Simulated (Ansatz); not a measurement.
In doubt: masses and optical values from hybrid runs of this build are listed as unsure, which bears on the screening that GW takes from such a start.

Rows from a G0W0 calculation on GaSi2P (zincblende [110] superlattice) (Pm) (Ansatz 0.2.0; G0W0 on HSE06, plane waves, PAW; PAW set soft_1; 4×4×4 mesh, 91 empty bands, screening to 63 eV, PAW set soft_1 files), in eV. Spin-orbit coupling is left out.

The structure was built from a prototype and need not be the compound's stable phase.

```
row      Σx     Σc     Vxc     Z
  A   -6.37  -3.68  -10.11  0.78
  B   -7.58  -3.46  -11.14  0.78
  C  -15.94   1.48  -14.60  0.77
  D  -15.06   1.22  -13.92  0.77
```

Q: Which rows are filled states and which are empty ones, and how can one tell?

Filled: C and D. Empty: A and B. The sign of Σc tells: for a filled state bare exchange, which holds its interaction with itself, lies below Vxc (Σx − Vxc is -1.1 eV or lower here) and screening gives part back as a positive Σc. For an empty state Σx lies above Vxc (+3.6 eV or more) and the Coulomb hole leaves Σc negative.

[Paths, hosts, dates, memory and timing lines, banners, echoed tables and standing remarks are left out of the program output.]

[Logs are printed without paths, hosts, clocks, repeated set-up lines and the standing remarks that a program may print on its own settings, such as how far it seeks lower states.]

[Runs of the session that timed out or met a known fault of the program may be left out.]

[Cells called generated may have been cut or substituted from an entry of the Crystallography Open Database or the Materials Project.]

[Hosts, paths, dates, database ids (printed as entryN), source tags and the programs' standing remarks are cut or masked in the printed files.]
